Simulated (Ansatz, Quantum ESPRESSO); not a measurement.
# SiBi (Pm-3m): phonons by linear response, part 2 of 3

How does SiBi (Pm-3m) vibrate, and is this structure a minimum?

Quantum ESPRESSO 7.5; DFT LDA, scalar-relativistic, plane waves, PseudoDojo norm-conserving pseudopotentials.

So far. Step 2 (A first look): No gap opens on this mesh, so smearing is kept; the start stands at 2.0 GPa. Step 4 (Ground state): The cell stands at -0.004 GPa, close enough for phonons. The relaxed cell has a = 3.553 Å (conventional setting).

The structure was built from a prototype and need not be the compound's stable phase.

**5. Linear response on the mesh**

Linear response treats each wavevector in the unit cell, with no supercell; the 2×2×2 mesh fixes the range of the force constants to be had.

The input, ph.in:

```
phonons
&INPUTPH
  prefix       = 'x'
  outdir       = './tmp'
  fildyn       = 'x.dyn'
  tr2_ph       = 1.0d-18
  alpha_mix(1) = 0.4
  nmix_ph      = 8
  ldisp        = .true.
  nq1          = 2
  nq2          = 2
  nq3          = 2
/
```

Launch:

```bash
$ OMP_NUM_THREADS=1 mpirun -n 4 ph.x -nk 4 -in ph.in > ph.out
```

The log of the run:

```text
[banners, grids, parts of the stress and lines that vanish by symmetry left out]
[banner, memory and clock lines left out]
Program PHONON v.7.5

     ./tmp/x.save/

     IMPORTANT: XC functional enforced from input :
     Exchange-correlation= PW
                           (   1   4   0   0   0   0   0)
     Any further DFT definition will be discarded
     Please, verify this is what you really want

     G-vector sticks info

     Reading collected, re-writing distributed wavefunctions in ./tmp/

     Dynamical matrices for ( 2, 2, 2)  uniform grid of q-points
     (   4 q-points):
       N         xq(1)         xq(2)         xq(3)
       1   0.000000000   0.000000000   0.000000000
       2   0.000000000   0.000000000  -0.500000000
       3   0.000000000  -0.500000000  -0.500000000
       4  -0.500000000  -0.500000000  -0.500000000

     Number and degeneracy of irreps per q-point
       N         xq(1)         xq(2)         xq(3)   N irreps
       1   0.000000000   0.000000000   0.000000000       2
        3   3
       2   0.000000000   0.000000000  -0.500000000       4
        1   2   1   2
       3   0.000000000  -0.500000000  -0.500000000       4
        1   1   2   2
       4  -0.500000000  -0.500000000  -0.500000000       2
        3   3

     Calculation of q =    0.0000000   0.0000000   0.0000000

     phonons

     bravais-lattice index     =            1
     lattice parameter (alat)  =       6.7142  a.u.
     unit-cell volume          =     302.6809 (a.u.)^3
     number of atoms/cell      =            2
     number of atomic types    =            2
     kinetic-energy cut-off    =      70.0000  Ry
     charge density cut-off    =     280.0000  Ry
     convergence threshold     =      1.0E-18
     beta                      =       0.4000
     number of iterations used =            8
     Exchange-correlation= PW
                           (   1   4   0   0   0   0   0)

     celldm(1)=    6.71421  celldm(2)=    0.00000  celldm(3)=    0.00000
     celldm(4)=    0.00000  celldm(5)=    0.00000  celldm(6)=    0.00000

     crystal axes: (cart. coord. in units of alat)
               a(1) = (  1.0000  0.0000  0.0000 )
               a(2) = (  0.0000  1.0000  0.0000 )
               a(3) = (  0.0000  0.0000  1.0000 )

     reciprocal axes: (cart. coord. in units 2 pi/alat)
               b(1) = (  1.0000  0.0000  0.0000 )
               b(2) = (  0.0000  1.0000  0.0000 )
               b(3) = (  0.0000  0.0000  1.0000 )

     Atoms inside the unit cell:

     Cartesian axes

     site n.  atom      mass           positions (alat units)
        1  Bi    208.9804   tau(    1) = (    0.00000    0.00000    0.00000  )
        2  Si     28.0850   tau(    2) = (    0.50000    0.50000    0.50000  )

     Computing dynamical matrix for
                    q = (   0.0000000   0.0000000   0.0000000 )

     49 Sym.Ops. (with q -> -q+G )

     G cutoff =  319.7336  (  23847 G-vectors)     FFT grid: ( 36, 36, 36)

     number of k points=    56  Marzari-Vanderbilt smearing, width (Ry)=  0.0200

     PseudoPot. # 1 for Bi read from file:
     ./pseudo/Bi.upf
     Pseudo is Norm-conserving + core correction, Zval = 15.0
     Using radial grid of 1454 points,  6 beta functions with:
                l(1) =   0
                l(2) =   0
                l(3) =   1
                l(4) =   1
                l(5) =   2
                l(6) =   2

     PseudoPot. # 2 for Si read from file:
     ./pseudo/Si.upf
     Pseudo is Norm-conserving + core correction, Zval =  4.0
     Using radial grid of 1510 points,  6 beta functions with:
                l(1) =   0
                l(2) =   0
                l(3) =   1
                l(4) =   1
                l(5) =   2
                l(6) =   2

     Mode symmetry, O_h (m-3m)  point group:

     Atomic displacements:
     There are    2 irreducible representations

     Representation     1      3 modes -  To be done

     Representation     2      3 modes -  To be done

     Alpha used in Ewald sum =   2.7000

     Representation #   1 modes #   1   2   3

     Self-consistent Calculation
      iter #   1   av.it.:   4.4
      thresh= 1.000E-02 alpha_mix =  0.400 |ddv_scf|^2 =  4.707E-08
      iter #   2   av.it.:  11.7
      thresh= 2.170E-05 alpha_mix =  0.400 |ddv_scf|^2 =  1.570E-09
      iter #   3   av.it.:  11.6
      thresh= 3.963E-06 alpha_mix =  0.400 |ddv_scf|^2 =  2.458E-10
      iter #   4   av.it.:  11.7
      thresh= 1.568E-06 alpha_mix =  0.400 |ddv_scf|^2 =  1.580E-11
      iter #   5   av.it.:  11.5
      thresh= 3.974E-07 alpha_mix =  0.400 |ddv_scf|^2 =  2.211E-13
      iter #   6   av.it.:  12.6
      thresh= 4.702E-08 alpha_mix =  0.400 |ddv_scf|^2 =  1.784E-15
      iter #   7   av.it.:  12.1
      thresh= 4.224E-09 alpha_mix =  0.400 |ddv_scf|^2 =  1.816E-16
      iter #   8   av.it.:  12.4
      thresh= 1.348E-09 alpha_mix =  0.400 |ddv_scf|^2 =  4.945E-19

     End of self-consistent calculation

     Convergence has been achieved

     Representation #   2 modes #   4   5   6

     Self-consistent Calculation
      iter #   1   av.it.:   8.6
      thresh= 1.000E-02 alpha_mix =  0.400 |ddv_scf|^2 =  4.959E-06
      iter #   2   av.it.:  12.0
      thresh= 2.227E-04 alpha_mix =  0.400 |ddv_scf|^2 =  2.537E-08
      iter #   3   av.it.:  12.2
      thresh= 1.593E-05 alpha_mix =  0.400 |ddv_scf|^2 =  3.910E-09
      iter #   4   av.it.:  12.5
      thresh= 6.253E-06 alpha_mix =  0.400 |ddv_scf|^2 =  1.409E-10
      iter #   5   av.it.:  12.2
      thresh= 1.187E-06 alpha_mix =  0.400 |ddv_scf|^2 =  3.807E-12
      iter #   6   av.it.:  12.1
      thresh= 1.951E-07 alpha_mix =  0.400 |ddv_scf|^2 =  5.009E-14
[...]
End of self-consistent calculation

     Convergence has been achieved

     Number of q in the star =    1
     List of q in the star:
          1   0.000000000   0.000000000   0.000000000

     Diagonalizing the dynamical matrix

     q = (    0.000000000   0.000000000   0.000000000 )

 **************************************************************************
     freq (    1) =      -0.038780 [THz] =      -1.293549 [cm-1]
     freq (    2) =      -0.038780 [THz] =      -1.293549 [cm-1]
     freq (    3) =      -0.038780 [THz] =      -1.293549 [cm-1]
     freq (    4) =       3.657949 [THz] =     122.016040 [cm-1]
     freq (    5) =       3.657949 [THz] =     122.016040 [cm-1]
     freq (    6) =       3.657949 [THz] =     122.016040 [cm-1]
 **************************************************************************

     Mode symmetry, O_h (m-3m)  point group:

     freq (   1-   3) =         -1.3  [cm-1]   --> T_1u G_15  G_4- I
     freq (   4-   6) =        122.0  [cm-1]   --> T_1u G_15  G_4- I

     Calculation of q =    0.0000000   0.0000000  -0.5000000
     [... set-up and bands at k+q left out ...]

     Mode symmetry, D_4h(4/mmm) point group:

     Atomic displacements:
     There are    4 irreducible representations

     Representation     1      1 modes -  To be done

     Representation     2      2 modes -  To be done

     Representation     3      1 modes -  To be done

     Representation     4      2 modes -  To be done

     Message from routine init_vloc:
     Interpolation table for Vloc re-allocated

     Alpha used in Ewald sum =   2.7000

     Representation #   1 mode #   1

     Self-consistent Calculation

[...]
End of self-consistent calculation

     Convergence has been achieved

     Representation #   2 modes #   2   3

     Self-consistent Calculation

[...]
End of self-consistent calculation

     Convergence has been achieved

     Representation #   3 mode #   4

     Self-consistent Calculation

[...]
End of self-consistent calculation

     Convergence has been achieved

     Representation #   4 modes #   5   6

     Self-consistent Calculation

[...]
End of self-consistent calculation

     Convergence has been achieved

     Number of q in the star =    3
     List of q in the star:
          1   0.000000000   0.000000000  -0.500000000
          2   0.000000000  -0.500000000   0.000000000
          3  -0.500000000   0.000000000   0.000000000

     Diagonalizing the dynamical matrix

     q = (    0.000000000   0.000000000  -0.500000000 )

 **************************************************************************
     freq (    1) =       1.174797 [THz] =      39.187015 [cm-1]
     freq (    2) =       1.174797 [THz] =      39.187015 [cm-1]
     freq (    3) =       2.512350 [THz] =      83.802971 [cm-1]
     freq (    4) =       3.987830 [THz] =     133.019693 [cm-1]
     freq (    5) =       3.987830 [THz] =     133.019693 [cm-1]
     freq (    6) =       4.334207 [THz] =     144.573578 [cm-1]
 **************************************************************************

     Mode symmetry, D_4h(4/mmm) point group:

     freq (   1-   2) =         39.2  [cm-1]   --> E_u  X_5' M_5'
     freq (   3-   3) =         83.8  [cm-1]   --> A_2u X_4' M_4'
     freq (   4-   5) =        133.0  [cm-1]   --> E_g  X_5  M_5
     freq (   6-   6) =        144.6  [cm-1]   --> A_1g X_1  M_1

     Calculation of q =    0.0000000  -0.5000000  -0.5000000
     [... set-up and bands at k+q left out ...]

     Mode symmetry, D_4h(4/mmm) point group:

     Atomic displacements:
     There are    4 irreducible representations

     Representation     1      1 modes -  To be done

     Representation     2      1 modes -  To be done

     Representation     3      2 modes -  To be done

     Representation     4      2 modes -  To be done

     Alpha used in Ewald sum =   2.7000

     Representation #   1 mode #   1

     Self-consistent Calculation

[...]
End of self-consistent calculation

     Convergence has been achieved

     Representation #   2 mode #   2

     Self-consistent Calculation

[...]
End of self-consistent calculation

     Convergence has been achieved

     Representation #   3 modes #   3   4

     Self-consistent Calculation

[...]
End of self-consistent calculation

     Convergence has been achieved

     Representation #   4 modes #   5   6

     Self-consistent Calculation

[...]
End of self-consistent calculation

     Convergence has been achieved

     Number of q in the star =    3
     List of q in the star:
          1   0.000000000  -0.500000000  -0.500000000
          2  -0.500000000  -0.500000000   0.000000000
          3  -0.500000000   0.000000000  -0.500000000

     Diagonalizing the dynamical matrix

     q = (    0.000000000  -0.500000000  -0.500000000 )

 **************************************************************************
     freq (    1) =      -1.222339 [THz] =     -40.772840 [cm-1]
     freq (    2) =      -0.748598 [THz] =     -24.970544 [cm-1]
     freq (    3) =      -0.748598 [THz] =     -24.970544 [cm-1]
     freq (    4) =       1.427311 [THz] =      47.609959 [cm-1]
     freq (    5) =       3.066379 [THz] =     102.283386 [cm-1]
     freq (    6) =       3.066379 [THz] =     102.283386 [cm-1]
 **************************************************************************

     Mode symmetry, D_4h(4/mmm) point group:

     freq (   1-   1) =        -40.8  [cm-1]   --> A_2u X_4' M_4'
     freq (   2-   3) =        -25.0  [cm-1]   --> E_u  X_5' M_5'
     freq (   4-   4) =         47.6  [cm-1]   --> B_1u X_2' M_2'
     freq (   5-   6) =        102.3  [cm-1]   --> E_u  X_5' M_5'

     Calculation of q =   -0.5000000  -0.5000000  -0.5000000
     [... set-up and bands at k+q left out ...]

     Mode symmetry, O_h (m-3m)  point group:

     Atomic displacements:
     There are    2 irreducible representations

     Representation     1      3 modes -  To be done

     Representation     2      3 modes -  To be done

     Alpha used in Ewald sum =   2.7000

     Representation #   1 modes #   1   2   3

     Self-consistent Calculation

[...]
End of self-consistent calculation

     Convergence has been achieved

     Representation #   2 modes #   4   5   6

     Self-consistent Calculation

[...]
iter #   3   av.it.:  12.0
      thresh= 3.392E-05 alpha_mix =  0.400 |ddv_scf|^2 =  3.836E-09

      iter #   4   av.it.:  12.6
      thresh= 6.193E-06 alpha_mix =  0.400 |ddv_scf|^2 =  1.746E-11

      iter #   5   av.it.:  11.7
      thresh= 4.179E-07 alpha_mix =  0.400 |ddv_scf|^2 =  1.623E-12

      iter #   6   av.it.:  11.7
      thresh= 1.274E-07 alpha_mix =  0.400 |ddv_scf|^2 =  1.963E-13

      iter #   7   av.it.:  12.3
      thresh= 4.430E-08 alpha_mix =  0.400 |ddv_scf|^2 =  7.876E-16

      iter #   8   av.it.:  12.6
      thresh= 2.806E-09 alpha_mix =  0.400 |ddv_scf|^2 =  4.233E-17

      iter #   9   av.it.:  12.5
      thresh= 6.506E-10 alpha_mix =  0.400 |ddv_scf|^2 =  7.940E-19

     End of self-consistent calculation

     Convergence has been achieved

     Number of q in the star =    1
     List of q in the star:
          1  -0.500000000  -0.500000000  -0.500000000

     Diagonalizing the dynamical matrix

     q = (   -0.500000000  -0.500000000  -0.500000000 )

 **************************************************************************
     freq (    1) =       2.209217 [THz] =      73.691547 [cm-1]
     freq (    2) =       2.209217 [THz] =      73.691547 [cm-1]
     freq (    3) =       2.209217 [THz] =      73.691547 [cm-1]
     freq (    4) =       3.136479 [THz] =     104.621686 [cm-1]
     freq (    5) =       3.136479 [THz] =     104.621686 [cm-1]
     freq (    6) =       3.136479 [THz] =     104.621686 [cm-1]
 **************************************************************************

     Mode symmetry, O_h (m-3m)  point group:

     freq (   1-   3) =         73.7  [cm-1]   --> T_1u G_15  G_4-
     freq (   4-   6) =        104.6  [cm-1]   --> T_2g G_25' G_5+


[key lines of the parts left out:]
the Fermi energy is    11.5254 ev
```

Elapsed: 14 min, on 4 MPI ranks of Arm Neoverse V1, shared host; 56 min of CPU time.

Read from the output:

| Item | Value |
| --- | --- |
| largest acoustic frequency at the zone centre before the sum rule | -1.29 cm⁻¹ |
| highest optical zone-centre mode (no LO-TO term) | 122.0 cm⁻¹ |
| lowest optical zone-centre mode | 122.0 cm⁻¹ |
| lowest mode on the q mesh (acoustic ones at the zone centre apart) | -40.77 cm⁻¹ |

Frequencies (cm⁻¹) at each irreducible wavevector; negative means imaginary. Frequencies by wavevector:

```tsv
q (fractions)	star	mode 1	mode 2	mode 3	mode 4	mode 5	mode 6
0 0 0	1	-1.29	-1.29	-1.29	122	122	122
0 0 -0.5	3	39.19	39.19	83.8	133	133	144.6
0 -0.5 -0.5	3	-40.77	-24.97	-24.97	47.61	102.3	102.3
-0.5 -0.5 -0.5	1	73.69	73.69	73.69	104.6	104.6	104.6
```

The acoustic modes at Γ come out as far as 1.3 cm⁻¹ from zero, where they should vanish, a small numerical error.

**6. Force constants in real space**

The dynamical matrices of the mesh are Fourier-transformed to force constants in real space.

The input, q2r.in:

```
&INPUT
  fildyn = 'x.dyn'
  zasr   = 'simple'
  flfrc  = 'x.fc'
/
```

Launch:

```bash
$ q2r.x < q2r.in > q2r.out
```

The log of the run:

```text
[banners, grids, parts of the stress and lines that vanish by symmetry left out]
[banner, memory and clock lines left out]
Program Q2R v.7.5

  reading grid info from file x.dyn0

  reading force constants from file x.dyn1
  Dielectric Tensor not found
  nqs=            1
 q=   0.00000000  0.00000000  0.00000000
  reading force constants from file x.dyn2
  nqs=            3
 q=   0.00000000  0.00000000 -0.50000000
[...]
reading force constants from file x.dyn3
  nqs=            3
[...]
q=  -0.50000000  0.00000000 -0.50000000
  reading force constants from file x.dyn4
  nqs=            1
 q=  -0.50000000 -0.50000000 -0.50000000

      q-space grid ok, #points =    8

      fft-check success (sum of imaginary terms < 10^-12)
```

It took 0.46 s on 1 thread.

**7. Dispersion**

From the force constants any wavevector is cheap; points of the mesh come back as solved, but for the sum rule and, in polar crystals, the LO-TO term at Γ; the rest is interpolation.

The input, matdyn.in:

```
&INPUT
  asr              = 'simple'
  flfrc            = 'x.fc'
  flfrq            = 'x.freq'
  flvec            = 'x.modes'
  q_in_band_form   = .true.
  q_in_cryst_coord = .true.
/
8
  0.0000000   0.0000000   0.0000000  12  ! GAMMA
  0.0000000   0.5000000   0.0000000  12  ! X
  0.5000000   0.5000000   0.0000000  12  ! M
  0.0000000   0.0000000   0.0000000  12  ! GAMMA
  0.5000000   0.5000000   0.5000000  12  ! R
  0.0000000   0.5000000   0.0000000   1  ! X
  0.5000000   0.5000000   0.5000000  12  ! R
  0.5000000   0.5000000   0.0000000   1  ! M
```

Launch:

```bash
$ matdyn.x -in matdyn.in > matdyn.out
```

The log of the run:

```text
[banner, memory and clock lines left out]
Program MATDYN v.7.5

 mass for atomic type   1 not given; uses mass from file x.fc
 mass for atomic type   2 not given; uses mass from file x.fc
     Message from routine matdyn:
     Z* not found in file x.fc, TO-LO splitting at q=0 will be absent!
     Message from routine matdyn:
     Z* not found in file x.fc, TO-LO splitting at q=0 will be absent!

Note: The following floating-point exceptions are signalling: IEEE_UNDERFLOW_FLAG
```

It took 0.47 s on 1 thread.

Numbers from this step:

```yaml
lowest_frequency_on_the_path: -40.75 cm⁻¹
```

Matdyn.x, sum rule simple. Phonon branches along the path, in cm⁻¹:

```tsv
point	branch 1	branch 2	branch 3	branch 4	branch 5	branch 6
Γ	0	0	0	122	122	122
halfway	29	29	60	127	127	134
X	39	39	84	133	133	145
halfway	-8	44	63	100	115	119
M	-41	-25	-25	48	102	102
halfway	18	41	62	115	119	128
Γ	0	0	0	122	122	122
halfway	43	43	52	110	114	114
R	74	74	74	105	105	105
halfway	31	51	56	94	107	109
X	39	39	84	133	133	145
jump to R	74	74	74	105	105	105
halfway	43	50	50	81	103	103
M	-41	-25	-25	48	102	102
```

The phonon branches as a text plot (rows in cm⁻¹):

```
    141 |     *****                                    ***
    133 |   ******           **                         **
    125 |*****   ***        ***********               **
    118 |          *       ***        **             **
    110 |          ***   ****           **          ***
    102 |             *****               ********** *    *******
     94 |                  *                     ****
     87 |      **   *                                    *  *
     79 |     *  **  *    *                            **    *
     71 |          *                        *****     *   **
     63 |    *           *  *              ***  ***  *     *  *
     56 |   *       * * *  * *         *  **     ****       *  *
     48 |          *   *  *   *       * ***       * **       *  *
     40 |  *  ***** **     *** *     * **          *  ****   *
     33 |   **   **  *   **   *     ***             ***       *
     25 | **                 ****
     17 |          *     *     *** **
      9 |**           *          * *                          *
      2 |                   *     *
     -6 |             *
    -14 |               *                                      *
    -21 |           *  **  *                                    *
    -29 |            *    *
    -37 |             ****                                     **
         Γ      X      M          Γ            R        X|R     M
```

Lowest modes at the softest wavevector of the mesh; phase exp(i q.(R + tau)). Modes at q = (0.500, 0.000, 0.500), with each element's share of the kinetic energy (negative means imaginary):

```tsv
mode	frequency (cm⁻¹)	Bi %	Si %
1	-40.8	100	0
2	-25.0	48	52
3	-25.0	48	52
4	47.6	0	100
5	102.3	52	48
6	102.3	52	48
```

Displacements in mode 1 (-40.8 cm⁻¹), the largest set to 1, in the home cell:
```
Bi1 0.00 1.00 0.00
Si2 0.00 0.00 0.00
```

Displacements in mode 3 (-25.0 cm⁻¹), the largest set to 1, in the home cell:
```
Bi1  0.00  0.00 -0.35
Si2 -1.00  0.00  0.00
```

Force constants by pair (phonopy on the run's constants); pairs near half the supercell's span include their periodic images. Pair force constants, by row:

```tsv
atom	neighbour	distance (Å)	third of the trace (eV/Å²)	along the pair's line (eV/Å²)
Bi1	itself	0	2.498	–
Bi1	Si	3.077	-0.1694	-0.5593
Bi1	Bi	3.553	-0.3082	-1.889
Bi1	Bi	5.025	0.0887	0.1761
Bi1	Bi	6.154	-0.4845	-0.4845
Si2	itself	0	1.187	–
Si2	Bi	3.077	-0.1694	-0.5593
Si2	Si	3.553	0.2206	0.1244
Si2	Si	5.025	0.0187	0.0116
Si2	Si	6.154	-0.5493	-0.5493
```

Mode patterns, pair constants, displacements and means over the zone were worked out by phonopy from the force constants of q2r.x.

The path dips to 41i cm⁻¹.

(Continued in part 3 of 3.)

[Host names and launcher messages were left out of these logs when they were recorded.]

[Logs are printed without paths, hosts, clocks, repeated set-up lines and the standing remarks that a program may print on its own settings, such as how far it seeks lower states.]

[Hosts, paths, dates, database ids (printed as entryN), source tags and the programs' standing remarks are cut or masked in the printed files.]
